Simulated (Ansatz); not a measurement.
## Dielectric function and optical constants of Zr

Aim: the dielectric function of Zr, and the optical constants that follow from it.

Calculated with Ansatz 0.2.0; DFT, PBE, plane-wave PAW, default files, scalar-relativistic, independent-particle optical response without local fields.

## 1. The starting structure

The structure is hexagonal, space group P6_3/mmc (No. 194). The conventional cell has a = 3.232 Å, b = 3.232 Å, c = 5.147 Å, α = 90.00°, β = 90.00°, γ = 120.00°. Nearest to Zr lie 12 Zr at 3.18 to 3.23 Å.

## 2. Ground state and bands

The self-consistent density comes first; it also tells whether there is a gap, which decides the occupations and the need for a Drude term.

This step: DFT, PBE, plane-wave PAW, default files, scalar-relativistic, ground state (Ansatz 0.2.0).

input.yaml reads:

```yaml
crystal:
  lattice:
    - [3.232, 0.0, 0.0]
    - [-1.616, 2.798994105, 0.0]
    - [0.0, 0.0, 5.147]
  atoms:
    - { symbol: Zr, position: [0.6666666667, 0.3333333333, 0.75] }
    - { symbol: Zr, position: [0.3333333333, 0.6666666667, 0.25] }
kpoints:
  mp_grid: { grid: [9, 9, 5] }
  band_path:
    path:
      - [[0.0, 0.0, 0.0], [0.5, 0.0, 0.0], [0.33333333, 0.33333333, 0.0], [0.0, 0.0, 0.0], [0.0, 0.0, 0.5], [0.5, 0.0, 0.5], [0.33333333, 0.33333333, 0.5], [0.0, 0.0, 0.5]]
      - [[0.5, 0.0, 0.5], [0.5, 0.0, 0.0]]
      - [[0.33333333, 0.33333333, 0.0], [0.33333333, 0.33333333, 0.5]]
    npoints: 5
scf:
  occupations: { method: fermi_dirac, width: 0.05 }
  n_extra_bands: 6
hamiltonian:
  xc: pbe
  pseudopotentials: { kind: paw }
output:
  forces: true
  stress: true
  populations: true
  write_bands: true
```

The run is started by

```
$ ansatz run input.yaml --threads 4 --pin off --max-ram 8192MiB --backend cpu --events-out ev --progress --plain --runs-dir out
```

Numbers of over 12 decimals in the logs are rounded to 6 here.

The program printed:

```text
scf.n_extra_bands = 6 over 12 filled bands (N_el = 24.0): the run solves 18 bands
Engine: ansatz 0.2.0, x86_64-unknown-linux-gnu
Pseudopotentials: kind: paw
Pseudopotential: Zr, paw, valence charge 12, recommended cutoff 420 eV (normal), Zr.paw.azcp
Functional definition: PBE
  parameter kappa = 0.804
  parameter beta = 0.066725
  exchange = pbe_x(kappa = kappa, mu = beta*pi^2/3)
  correlation = pbe_c(beta = beta)
Crystal: 2 atoms, lattice volume = 46.562 Å³
Basis set: ecut = 420 eV, 929 PW (Γ), exchange–correlation on 48×48×72 points (8 copies of the dense FFT grid, shifted against one another)
Bands: 18, of which v1, the nominal top of the filled ones, is band 12 counted from 1 (11 counted from 0)
Symmetry: 24 space group operations
Space group: P63/mmc (ITA 194), of the structure as read, at distance tolerance 3.6e-5 Å
k-points: 36 of 405
Non-local potential: Zr, projectors of the file, l = 0: 3, l = 1: 2, l = 2: 2, l = 3: 2
PAW form: soft (Blöchl's): semilocal exchange-correlation on the pseudo side does not see the compensation charge
PAW one-centre angular grid: Zr, 590 points (default); XC on 64 Gauss nodes
Initial density: superposition of atomic densities (neutral atoms: chi_scale 0, normalization atom), corrected by the library's trained network
Initial wavefunctions: pseudopotential atomic-orbital guess
Functional: x = pbe(κ = 0.804, μ = 0.219515), c = pbe(β = 0.066725)
SCF iter   1: F=—  HF=-8367.684496 eV  |F-HF|=—  |Δ(HF+E_count)|=         —  Δρ=3.06e-3  dr2=1.83e-3  ethr=1.77e-3  ⟨swp⟩=5.0  Hψ=2726  notcnv=0
preconditioner: auto → Kerker (q_TF=auto, 2.443 Å⁻¹)  [metal: Δε(μ)=0.048 eV  Ē_g=4.029 eV  σ=0.050 eV  W_gap=0.23  n_scr=10 (ndim 8)  ℏωp=15.4 eV  f_vac=0.000  D(μ)=2.00/eV (n_scr^D=22)]
SCF iter   2: F=—  HF=-8367.683816 eV  |F-HF|=—  |Δ(HF+E_count)|=   6.79e-4  Δρ=1.85e-3  dr2=7.25e-4  ethr=7.63e-6  ⟨swp⟩=2.9  Hψ=1327  notcnv=0
SCF iter   3: F=—  HF=-8367.684144 eV  |F-HF|=—  |Δ(HF+E_count)|=   3.27e-4  Δρ=2.86e-4  dr2=2.52e-5  ethr=3.02e-6  ⟨swp⟩=2.4  Hψ=909  notcnv=0
SCF iter   4: F=—  HF=-8367.684134 eV  |F-HF|=—  |Δ(HF+E_count)|=   9.65e-6  Δρ=9.51e-5  dr2=3.38e-6  ethr=1.05e-7  ⟨swp⟩=2.8  Hψ=1055  notcnv=0
iter 5 did not close the SCF: its close was put off for the readings that it lacked (scf_convergence_deferred on its scf_iter line)
SCF iter   5: F=-8367.684134 eV  HF=-8367.684134 eV  |F-HF|=1.06e-8  |Δ(HF+E_count)|=   1.73e-7  Δρ=1.28e-5  dr2=4.47e-8  ethr=1.41e-8  ⟨swp⟩=3.0  Hψ=1093  notcnv=0
SCF iter   6: F=-8367.684134 eV  HF=-8367.684134 eV  |F-HF|=9.64e-10  |Δ(HF+E_count)|=   1.63e-8  Δρ=2.99e-6  dr2=2.73e-9  ethr=1.86e-10  ⟨swp⟩=2.1  Hψ=1952  notcnv=0
SCF 1 converged in 6 iterations: F = -8367.684134 eV  dr2 = 2.73e-9
  greatest PAW one-centre occupation: 0.996 electrons in one spin orbital (limit 2), on the Zr atom at site 1 (counted from 0), in its partial waves of l = 0
NSCF: frozen V_eff on 48 k-points
SCF converged after 6 iterations
Free energy (F): -8367.684134 eV
Harris-Foulkes:  -8367.684134 eV  (|F-HF|=9.64e-10)
Internal energy: -8367.667865 eV  (E = F + TS)
E sigma→0 (E₀):  -8367.675999 eV
Entropy (-TS):   -0.016269 eV (-8.135 meV/atom)
Fermi energy:    14.019561 eV
--- Per-component energies (eV) ---
  E_band       = -193.707743
  E_kinetic    = 665.240907
  E_local      = -1253.727135  (includes V_loc(G=0)·N_el)
  E_nonlocal   = 161.037689
  E_hartree    = 388.098205
  E_xc         = -322.928850
  E_vxc        = -381.332553  (∫ρ·V_xc dr)
  E_paw        = -5908.242830  (= ΣΔE_a)
  E_vpaw       = -161.121872  (= ΣTr[D̂ρ^β])
  E_aug_tail   = 0.000049  (compensation charges beyond the density's cutoff)
  E_ewald      = -2097.145899
  E_smearing   = -0.016269  (= −TS)
  E_closure    = -0.000000  (closes the sum)
  Σ components = -8367.684134   (vs F -8367.684134, Δ=0.00e0)
--- Forces (eV/Å), atoms counted from 1 ---
  atom   1  Zr     0.00000000    -0.00000000     0.00000000
  atom   2  Zr     0.00000000     0.00000000     0.00000000
  max |Σ_I F_I| component: 4.63e-18 eV/Å
--- Stress (GPa, compression-positive) ---
        0.182984       0.000000       0.000000
        0.000000       0.182984       0.000000
        0.000000       0.000000       1.065854
  P = ⅓ Tr σ = 0.4773 GPa (4.773 kbar)
--- Band table (eV; the first three rows and the last of 36) ---
  k-point 0: bands = [... 8 lower, 8.3579, 10.9772, 14.8673, 14.8673, 15.0181, 15.1795, 15.5604, 15.5604, ... 2 higher]
  k-point 1: bands = [... 8 lower, 8.6874, 10.9370, 14.6349, 14.7304, 14.7304, 14.7681, 15.3287, 15.3287, ... 2 higher]
  k-point 2: bands = [... 8 lower, 9.5530, 10.5133, 14.0290, 14.2418, 14.6868, 14.6868, 14.9229, 14.9229, ... 2 higher]
  k-point 35: bands = [... 8 lower, 12.5401, 12.5774, 12.5774, 12.8476, 13.9945, 13.9945, 15.8212, 16.4568, ... 2 higher]
--- Löwdin populations: 2 sites ---
  site symbol       q [e]
     0     Zr     11.9293
     1     Zr     11.9293
  spilling = 0.005890 (of n_electrons = 24.000000)
```

Wall time 2.1 s (4 threads of Intel Xeon at 2.50GHz (Skylake/Cascade Lake), shared host); peak memory 0.36 GiB.

Read-outs, printed or worked out from the files:

- free energy: -8367.6841 eV
- Fermi energy: 14.02 eV
- electrons: 24
- symmetry operations: 24
- pressure: 0.4773 GPa
- volume: 46.56 Å³
- gap on the path: 0 eV

There are states at the Fermi level within the smearing, so the occupations stay smeared and the carriers get a Drude term. The cell is left with a pressure of 0.5 GPa, as it stands unrelaxed at this level.

The electronic bands at the labelled points (eV, zero at the Fermi level; # counts the bands kept):

| point | #1 | #2 | #3 | #4 | #5 | #6 | #7 | #8 |
| --- | --- | --- | --- | --- | --- | --- | --- | --- |
| Γ | -5.66 | -3.04 | 0.85 | 0.85 | 1.00 | 1.16 | 1.54 | 1.54 |
| 0.40 of the way | -4.63 | -2.23 | -0.41 | -0.37 | 0.82 | 1.41 | 1.46 | 1.86 |
| M | -2.58 | -2.52 | -2.15 | -0.23 | 0.52 | 0.77 | 1.45 | 4.88 |
| 0.60 of the way | -2.11 | -1.87 | -1.83 | -0.75 | 0.22 | 0.55 | 1.61 | 4.20 |
| K | -2.11 | -1.37 | -1.37 | -1.15 | 0.25 | 0.25 | 1.79 | 4.29 |
| 0.60 of the way | -4.31 | -1.96 | -0.68 | -0.67 | 0.75 | 0.88 | 1.69 | 2.05 |
| Γ | -5.66 | -3.04 | 0.85 | 0.85 | 1.00 | 1.16 | 1.54 | 1.54 |
| 0.60 of the way | -4.95 | -3.21 | 0.22 | 0.49 | 0.66 | 0.66 | 1.10 | 1.10 |
| A | -3.95 | -3.95 | 0.03 | 0.03 | 0.75 | 0.75 | 0.75 | 0.75 |
| 0.40 of the way | -3.16 | -3.16 | -0.63 | -0.63 | 0.47 | 0.47 | 1.47 | 1.47 |
| L | -2.88 | -2.88 | -1.07 | -1.07 | 1.61 | 1.61 | 2.19 | 2.19 |
| 0.40 of the way | -2.55 | -2.55 | -0.87 | -0.87 | 0.60 | 0.60 | 2.39 | 2.39 |
| H | -1.45 | -1.45 | -1.29 | -1.29 | -0.04 | -0.04 | 2.02 | 2.02 |
| 0.60 of the way | -2.94 | -2.94 | -0.70 | -0.70 | 0.29 | 0.29 | 1.65 | 1.65 |
| A | -3.95 | -3.95 | 0.03 | 0.03 | 0.75 | 0.75 | 0.75 | 0.75 |
| jump to L | -2.88 | -2.88 | -1.07 | -1.07 | 1.61 | 1.61 | 2.19 | 2.19 |
| 0.40 of the way | -3.06 | -2.51 | -1.26 | -1.00 | 1.10 | 1.14 | 1.86 | 3.60 |
| M | -2.58 | -2.52 | -2.15 | -0.23 | 0.52 | 0.77 | 1.45 | 4.88 |
| jump to K | -2.11 | -1.37 | -1.37 | -1.15 | 0.25 | 0.25 | 1.79 | 4.29 |
| 0.40 of the way | -1.92 | -1.39 | -1.39 | -1.13 | 0.13 | 0.13 | 1.74 | 3.72 |
| H | -1.45 | -1.45 | -1.29 | -1.29 | -0.04 | -0.04 | 2.02 | 2.02 |

The electronic bands as a text plot (rows in eV, shown from -5.7 to 1.9 only):

```
    1.7 | ***      ***    ****            *     ******   **  ****
    1.4 |****   ***   **    *****    **                    **
    1.1 |**  ***        **  **** *  *   ** *          ** ***
    0.8 |* ********   ******  *******                 ***   *
    0.5 | *     *****       **  **   ***    *              **
    0.2 | *        *******  **   ***         *      **  *    ***
   -0.2 |       **                  *         ******  **    *   *
   -0.5 |  *****  *                                        *
   -0.8 |          *      **         ***    **  ******   *
   -1.1 |           **                  ****  *          **  ****
   -1.4 |    **     ******                     *          *  ****
   -1.7 |          *  **                      *            *   *
   -2.0 |    ***********  **                    **          ***
   -2.4 |  **  * **                          *    **      *
   -2.7 | *     *           **         *** **            * **
   -3.0 |*     *        **    ***         *         **   **
   -3.3 |                        *   **
   -3.6 |    **                     *                 **
   -3.9 |                         **                    *
   -4.2 |                 **
   -4.6 |  **
   -4.9 |                        *
   -5.2 |                   **  *
   -5.5 |**                   **
         Γ      M    K        Γ   A       L    H       A|L M|K  H
```

## 3. Spectrum

The spectrum is a sum over vertical transitions between filled and empty bands at the fixed density, so many empty bands are needed.

This step: DFT, PBE, plane-wave PAW, default files, scalar-relativistic, independent-particle optical response without local fields (Ansatz 0.2.0).

input.yaml, the sections that differ from step 2:

```yaml
kpoints:
  mp_grid: { grid: [11, 11, 6] }
scf:
  occupations: { method: fermi_dirac, width: 0.05 }
output:
  optics:
    e_range: [0, 14]
    de: 0.05
    sigma: 0.1
    drude_damping: 0.05
    nscf_kmesh: { grid: [15, 15, 8] }
    bands: { spectra_wanted_up_to: 14 }
# crystal, hamiltonian: as in step 2
```

The program printed:

```text
[...]
Crystal: 2 atoms, lattice volume = 46.562 Å³
Basis set: ecut = 420 eV, 929 PW (Γ)
Bands: 16, of which v1, the nominal top of the filled ones, is band 12 counted from 1 (11 counted from 0)
[... 1 set-up line as in the run before ...]
[...]
k-points: 64 of 726
[...]
SCF iter   1: F=—  HF=-8367.679903 eV  |F-HF|=—  |Δ(HF+E_count)|=         —  Δρ=3.13e-3  dr2=1.90e-3  ethr=1.77e-3  ⟨swp⟩=4.8  Hψ=4374  notcnv=0
[...]
SCF iter   8: F=-8367.679289 eV  HF=-8367.679289 eV  |F-HF|=0.00e0  |Δ(HF+E_count)|=  3.64e-12  Δρ=4.89e-8  dr2=7.31e-13  ethr=1.00e-12  ⟨swp⟩=2.0  Hψ=2042  notcnv=0
SCF 1 converged in 8 iterations: F = -8367.679289 eV  dr2 = 7.31e-13
[...]
NSCF: frozen V_eff on 135 k-points
output.optics: what the bands over the 31 summed would add to eps1, eps2 and the energy-loss function is held between a lower and an upper bound (8 Lanczos steps). eps1, eps2 and their loss function (loss_summed_bands) are given on every row as the summed bands alone make them. Along an axis, on a row where the two bounds hold the loss function to about 1 % of the greater of itself and 0.5 % of |1/eps|, its cell (loss_completed) is given, with the completed eps1 and eps2 that it is formed of (a cell that is left empty reads nan in the table and null in the record). The two bounds hold it so along every axis on all 280 rows up to 14.000 eV. [rest of the remark cut]
SCF converged after 8 iterations
Free energy (F): -8367.679289 eV
[...]
Internal energy: -8367.664048 eV  (E = F + TS)
E sigma→0 (E₀):  -8367.671668 eV
Entropy (-TS):   -0.015242 eV (-7.621 meV/atom)
Fermi energy:    14.011521 eV
[...]
--- Band table (eV; the first three rows and the last of 64) ---
  k-point 0: bands = [... 8 lower, 8.3581, 10.9776, 14.8697, 14.8697, 15.0188, 15.1791, 15.5631, 15.5631]
  k-point 1: bands = [... 8 lower, 8.5890, 10.9560, 14.7612, 14.7612, 14.7746, 14.8409, 15.3944, 15.3944]
  k-point 2: bands = [... 8 lower, 9.2240, 10.7291, 14.1460, 14.4179, 14.6732, 14.6732, 15.0534, 15.0534]
  k-point 63: bands = [... 8 lower, 12.2605, 12.2605, 13.0355, 13.0355, 13.9521, 13.9521, 16.0661, 16.0661]
```

Wall time 77 s (4 threads); peak memory 1.2 GiB.

This step gave:

| Quantity | Value |
| --- | --- |
| main peak of the optical conductivity above 1 eV, first axis | 1.970 eV |
| Drude plasma energy, first axis | 3.938 eV |
| bands summed | 31 |
| spectra valid up to | 19.14 eV |
| program's estimate of the k-sum error in Im epsilon | 0.18 % |
| electrons in the f-sum | 19.62 |

The Im ε has structure finer than the step of the table below, so its rows give means over 0.25 eV, whole bins alone (the curve runs from 0.3 to 14 eV). Peaks (eV: height): E ∥ x or y 0.700: 63.3; E ∥ z 0.600: 118, 1.150: 68.9.

Table of Im ε by photon energy; means over each step:

| photon energy (eV) | E ∥ x or y | E ∥ z |
| --- | --- | --- |
| 0.50 | 44.9 | 105 |
| 0.75 | 58.9 | 83.6 |
| 1.00 | 51.3 | 59.0 |
| 1.25 | 44.6 | 65.7 |
| 1.50 | 34.3 | 60.7 |
| 1.75 | 34.1 | 41.4 |
| 2.00 | 33.1 | 24.5 |
| 2.25 | 28.0 | 17.8 |
| 2.50 | 24.0 | 17.2 |
| 2.75 | 19.3 | 16.0 |
| 3.00 | 14.6 | 13.3 |
| 3.25 | 13.7 | 12.5 |
| 3.50 | 11.3 | 11.6 |
| 3.75 | 10.5 | 11.4 |
| 4.00 | 9.69 | 9.62 |
| 4.25 | 9.82 | 9.28 |
| 4.50 | 10.1 | 9.20 |
| 4.75 | 8.86 | 7.59 |
| 5.00 | 7.46 | 6.49 |
| 5.25 | 6.49 | 5.88 |
| 5.50 | 4.89 | 5.61 |
| 5.75 | 3.87 | 5.04 |
| 6.00 | 2.97 | 3.84 |
| 6.25 | 2.25 | 3.02 |
| 6.50 | 1.92 | 2.57 |
| 6.75 | 1.81 | 2.66 |
| 7.00 | 1.91 | 2.98 |
| 7.25 | 2.04 | 2.58 |
| 7.50 | 2.42 | 2.68 |
| 7.75 | 3.89 | 2.22 |
| 8.00 | 4.67 | 1.61 |
| 8.25 | 3.32 | 1.28 |
| 8.50 | 2.15 | 1.05 |
| 8.75 | 1.78 | 0.903 |
| 9.00 | 1.32 | 0.832 |
| 9.25 | 1.97 | 1.15 |
| 9.50 | 2.58 | 1.82 |
| 9.75 | 3.54 | 3.32 |
| 10.00 | 2.88 | 3.32 |
| 10.25 | 2.55 | 2.74 |
| 10.50 | 2.35 | 2.74 |
| 10.75 | 2.00 | 2.99 |
| 11.00 | 1.64 | 2.21 |
| 11.25 | 1.48 | 1.66 |
| 11.50 | 1.42 | 1.48 |
| 11.75 | 1.44 | 1.37 |
| 12.00 | 1.40 | 1.13 |
| 12.25 | 1.30 | 0.890 |
| 12.50 | 1.25 | 0.783 |
| 12.75 | 1.24 | 0.740 |
| 13.00 | 0.985 | 0.774 |
| 13.25 | 0.725 | 0.781 |
| 13.50 | 0.712 | 0.823 |
| 13.75 | 0.774 | 1.03 |

Table of Re ε by photon energy:

| photon energy (eV) | E ∥ x or y | E ∥ z |
| --- | --- | --- |
| 0.5 | 2.94 | 24.6 |
| 1.0 | 9.27 | 12.0 |
| 1.5 | 1.71 | -14.9 |
| 2.0 | -3.99 | -21.4 |
| 2.5 | -8.38 | -9.07 |
| 3.0 | -8.53 | -8.05 |
| 3.5 | -6.38 | -5.69 |
| 4.0 | -4.58 | -6.02 |
| 4.5 | -4.92 | -5.49 |
| 5.0 | -5.89 | -5.55 |
| 5.5 | -5.96 | -4.80 |
| 6.0 | -4.58 | -5.00 |
| 6.5 | -2.73 | -3.42 |
| 7.0 | -1.17 | -2.71 |
| 7.5 | 0.323 | -2.32 |
| 8.0 | -1.11 | -2.25 |
| 8.5 | -1.91 | -1.36 |
| 9.0 | -0.636 | -0.262 |
| 9.5 | 0.432 | 1.08 |
| 10.0 | -1.36 | -0.704 |
| 10.5 | -1.26 | -0.604 |
| 11.0 | -1.24 | -1.73 |
| 11.5 | -0.832 | -1.23 |
| 12.0 | -0.754 | -1.17 |
| 12.5 | -0.635 | -0.721 |
| 13.0 | -0.861 | -0.370 |
| 13.5 | -0.342 | -0.124 |
| 14.0 | -0.144 | -0.308 |

The reflectivity at normal incidence by photon energy; read off at these points:

| photon energy (eV) | E ∥ x or y (%) | E ∥ z (%) |
| --- | --- | --- |
| 0.500 | 62.6 | 74.4 |
| 0.700 | 68.0 | 77.5 |
| 0.750 | 67.9 | 76.5 |
| 1.000 | 65.2 | 66.6 |
| 1.250 | 66.9 | 70.9 |
| 1.500 | 61.0 | 73.5 |
| 1.750 | 61.1 | 77.0 |
| 2.000 | 63.7 | 75.4 |
| 2.250 | 63.8 | 70.1 |
| 2.500 | 63.8 | 63.6 |
| 2.750 | 65.0 | 64.5 |
| 2.800 | 65.1 | 64.5 |
| 3.000 | 62.8 | 62.1 |
| 3.250 | 59.6 | 60.4 |
| 3.500 | 58.8 | 57.1 |
| 3.750 | 56.1 | 58.6 |
| 4.000 | 54.0 | 58.2 |
| 4.250 | 51.6 | 56.1 |
| 4.500 | 55.0 | 56.7 |
| 4.750 | 58.0 | 61.2 |
| 5.000 | 59.3 | 59.1 |
| 5.250 | 60.6 | 58.0 |
| 5.500 | 65.0 | 57.3 |
| 5.750 | 64.1 | 59.7 |
| 6.000 | 66.0 | 64.0 |
| 6.100 | 66.3 | 64.1 |
| 6.250 | 64.6 | 62.7 |
| 6.500 | 59.7 | 60.4 |
| 6.750 | 50.4 | 50.5 |
| 7.000 | 37.9 | 50.8 |
| 7.250 | 30.8 | 50.1 |
| 7.500 | 18.0 | 48.6 |
| 7.750 | 26.5 | 56.5 |
| 8.000 | 36.5 | 57.6 |
| 8.250 | 49.2 | 56.9 |
| 8.350 | 50.5 | 55.6 |
| 8.500 | 47.7 | 52.6 |
| 8.750 | 44.6 | 44.5 |
| 9.000 | 32.5 | 26.1 |
| 9.250 | 19.4 | 9.44 |
| 9.500 | 18.3 | 9.94 |
| 9.750 | 29.1 | 19.6 |
| 10.000 | 37.4 | 30.8 |
| 10.250 | 34.9 | 30.5 |
| 10.500 | 37.2 | 28.9 |
| 10.750 | 40.9 | 36.1 |
| 11.000 | 41.1 | 44.5 |
| 11.250 | 38.0 | 45.6 |
| 11.500 | 34.9 | 42.5 |
| 11.750 | 32.6 | 42.8 |
| 12.000 | 33.4 | 46.7 |
| 12.150 | 33.8 | 47.6 |
| 12.250 | 33.9 | 47.3 |
| 12.500 | 32.0 | 42.8 |
| 12.750 | 34.3 | 38.0 |
| 13.000 | 41.9 | 30.5 |
| 13.100 | 43.3 | 29.1 |
| 13.250 | 39.7 | 27.2 |
| 13.500 | 30.9 | 21.3 |
| 13.750 | 23.7 | 18.6 |
| 14.000 | 21.3 | 24.6 |

Table of refractive index n and extinction k by photon energy:

| photon energy (eV) | n, E ∥ x or y | k, E ∥ x or y | n, E ∥ z | k, E ∥ z |
| --- | --- | --- | --- | --- |
| 0.5 | 4.56 | 4.22 | 8.23 | 6.57 |
| 1.0 | 5.50 | 4.59 | 5.91 | 4.79 |
| 1.5 | 4.22 | 4.01 | 4.96 | 6.28 |
| 2.0 | 3.86 | 4.34 | 2.33 | 5.18 |
| 2.5 | 2.93 | 4.12 | 2.29 | 3.78 |
| 3.0 | 2.01 | 3.54 | 1.91 | 3.42 |
| 3.5 | 1.80 | 3.10 | 1.89 | 3.05 |
| 4.0 | 1.74 | 2.76 | 1.61 | 2.93 |
| 4.5 | 1.79 | 2.85 | 1.63 | 2.85 |
| 5.0 | 1.34 | 2.77 | 1.23 | 2.65 |
| 5.5 | 0.915 | 2.61 | 1.14 | 2.47 |
| 6.0 | 0.662 | 2.24 | 0.800 | 2.38 |
| 6.5 | 0.548 | 1.74 | 0.649 | 1.96 |
| 7.0 | 0.725 | 1.30 | 0.833 | 1.85 |
| 7.5 | 1.14 | 0.992 | 0.790 | 1.71 |
| 8.0 | 1.39 | 1.75 | 0.506 | 1.58 |
| 8.5 | 0.677 | 1.54 | 0.422 | 1.24 |
| 9.0 | 0.602 | 0.999 | 0.541 | 0.744 |
| 9.5 | 1.22 | 1.02 | 1.25 | 0.699 |
| 10.0 | 0.943 | 1.50 | 1.14 | 1.42 |
| 10.5 | 0.842 | 1.40 | 1.04 | 1.30 |
| 11.0 | 0.635 | 1.28 | 0.727 | 1.50 |
| 11.5 | 0.638 | 1.11 | 0.591 | 1.26 |
| 12.0 | 0.648 | 1.08 | 0.477 | 1.18 |
| 12.5 | 0.617 | 1.01 | 0.414 | 0.944 |
| 13.0 | 0.473 | 1.04 | 0.496 | 0.785 |
| 13.5 | 0.472 | 0.751 | 0.590 | 0.687 |
| 14.0 | 0.625 | 0.731 | 0.658 | 0.861 |

Values under 1 per cm are given as 1. Absorption coefficient against photon energy:

| photon energy (eV) | E ∥ x or y (1/cm) | E ∥ z (1/cm) |
| --- | --- | --- |
| 0.500 | 2.1e5 | 3.3e5 |
| 1.000 | 4.6e5 | 4.9e5 |
| 1.500 | 6.1e5 | 9.5e5 |
| 2.000 | 8.8e5 | 1.1e6 |
| 2.500 | 1.0e6 | 9.6e5 |
| 3.000 | 1.1e6 | 1.0e6 |
| 3.500 | 1.1e6 | 1.1e6 |
| 4.000 | 1.1e6 | 1.2e6 |
| 4.500 | 1.3e6 | 1.3e6 |
| 5.000 | 1.4e6 | 1.3e6 |
| 5.500 | 1.5e6 | 1.4e6 |
| 6.000 | 1.4e6 | 1.4e6 |
| 6.500 | 1.1e6 | 1.3e6 |
| 7.000 | 9.2e5 | 1.3e6 |
| 7.500 | 7.5e5 | 1.3e6 |
| 8.000 | 1.4e6 | 1.3e6 |
| 8.500 | 1.3e6 | 1.1e6 |
| 9.000 | 9.1e5 | 6.8e5 |
| 9.500 | 9.8e5 | 6.7e5 |
| 10.000 | 1.5e6 | 1.4e6 |
| 10.500 | 1.5e6 | 1.4e6 |
| 11.000 | 1.4e6 | 1.7e6 |
| 11.500 | 1.3e6 | 1.5e6 |
| 12.000 | 1.3e6 | 1.4e6 |
| 12.500 | 1.3e6 | 1.2e6 |
| 13.000 | 1.4e6 | 1.0e6 |
| 13.500 | 1.0e6 | 9.4e5 |
| 14.000 | 1.0e6 | 1.2e6 |

Optical constants at common wavelengths, from n + ik = √ε:

| wavelength (nm) | n xy | k xy | R (%) xy | 1/α xy | n z | k z | R (%) z | 1/α z |
| --- | --- | --- | --- | --- | --- | --- | --- | --- |
| 1064 | 5.10 | 4.972 | 67.1 | 17 nm | 6.07 | 5.658 | 70.4 | 15 nm |
| 800 | 4.26 | 3.981 | 60.8 | 16 nm | 4.64 | 6.370 | 74.4 | 10.0 nm |
| 450 | 2.40 | 3.989 | 65.0 | 9.0 nm | 2.13 | 3.767 | 64.5 | 9.5 nm |
| 405 | 2.01 | 3.412 | 61.2 | 9.4 nm | 1.94 | 3.340 | 60.8 | 9.6 nm |
| 365 | 1.84 | 3.276 | 60.8 | 8.9 nm | 1.84 | 3.128 | 58.8 | 9.3 nm |
| 248 | 1.34 | 2.771 | 59.3 | 7.1 nm | 1.23 | 2.655 | 59.2 | 7.4 nm |
| 193 | 0.55 | 1.814 | 61.3 | 8.5 nm | 0.66 | 2.025 | 61.3 | 7.6 nm |

In reflection the computed colour is light grey: x = 0.317, y = 0.331, luminous reflectivity 66 %.

## 4. What came out

| Property | Result |
| --- | --- |
| gap on the path | 0 eV |
| main peak of the optical conductivity above 1 eV, first axis | 1.97 eV |
| Drude plasma energy, first axis | 3.94 eV |

**Reading.** At this level (PBE, independent particles) Zr is a metal with a Drude plasma energy of 3.9 eV along x, 3.9 eV along y and 4.2 eV along z; it reflects 64 % at 550 nm for E ∥ x. Along x the bare Drude plasma energy is 3.9 eV; Re ε first rises through zero at 0.49 eV, far lower, because interband transitions screen the carriers. Im ε is 39 there, so the loss peak at that energy is weak. In reflection the computed colour is light grey: x = 0.317, y = 0.331, luminous reflectivity 66 %. In the base run ε includes the program's bounded estimate of what the bands above those summed add. The carriers' damping of 0.05 eV is typed, not computed; at 0.8 eV the carriers give 3 % of Im ε along the first axis; the rest comes from the sum over bands, which at low energy also holds close bands and the noise of the mesh. The Fermi-Dirac width of 0.05 eV acts as an electron temperature of 580 K in the carriers' term.

[Logs are printed without paths, hosts, clocks, repeated set-up lines and the standing remarks that a program may print on its own settings, such as how far it seeks lower states.]

[Hosts, paths, dates, database ids (printed as entryN), source tags and the programs' standing remarks are cut or masked in the printed files.]
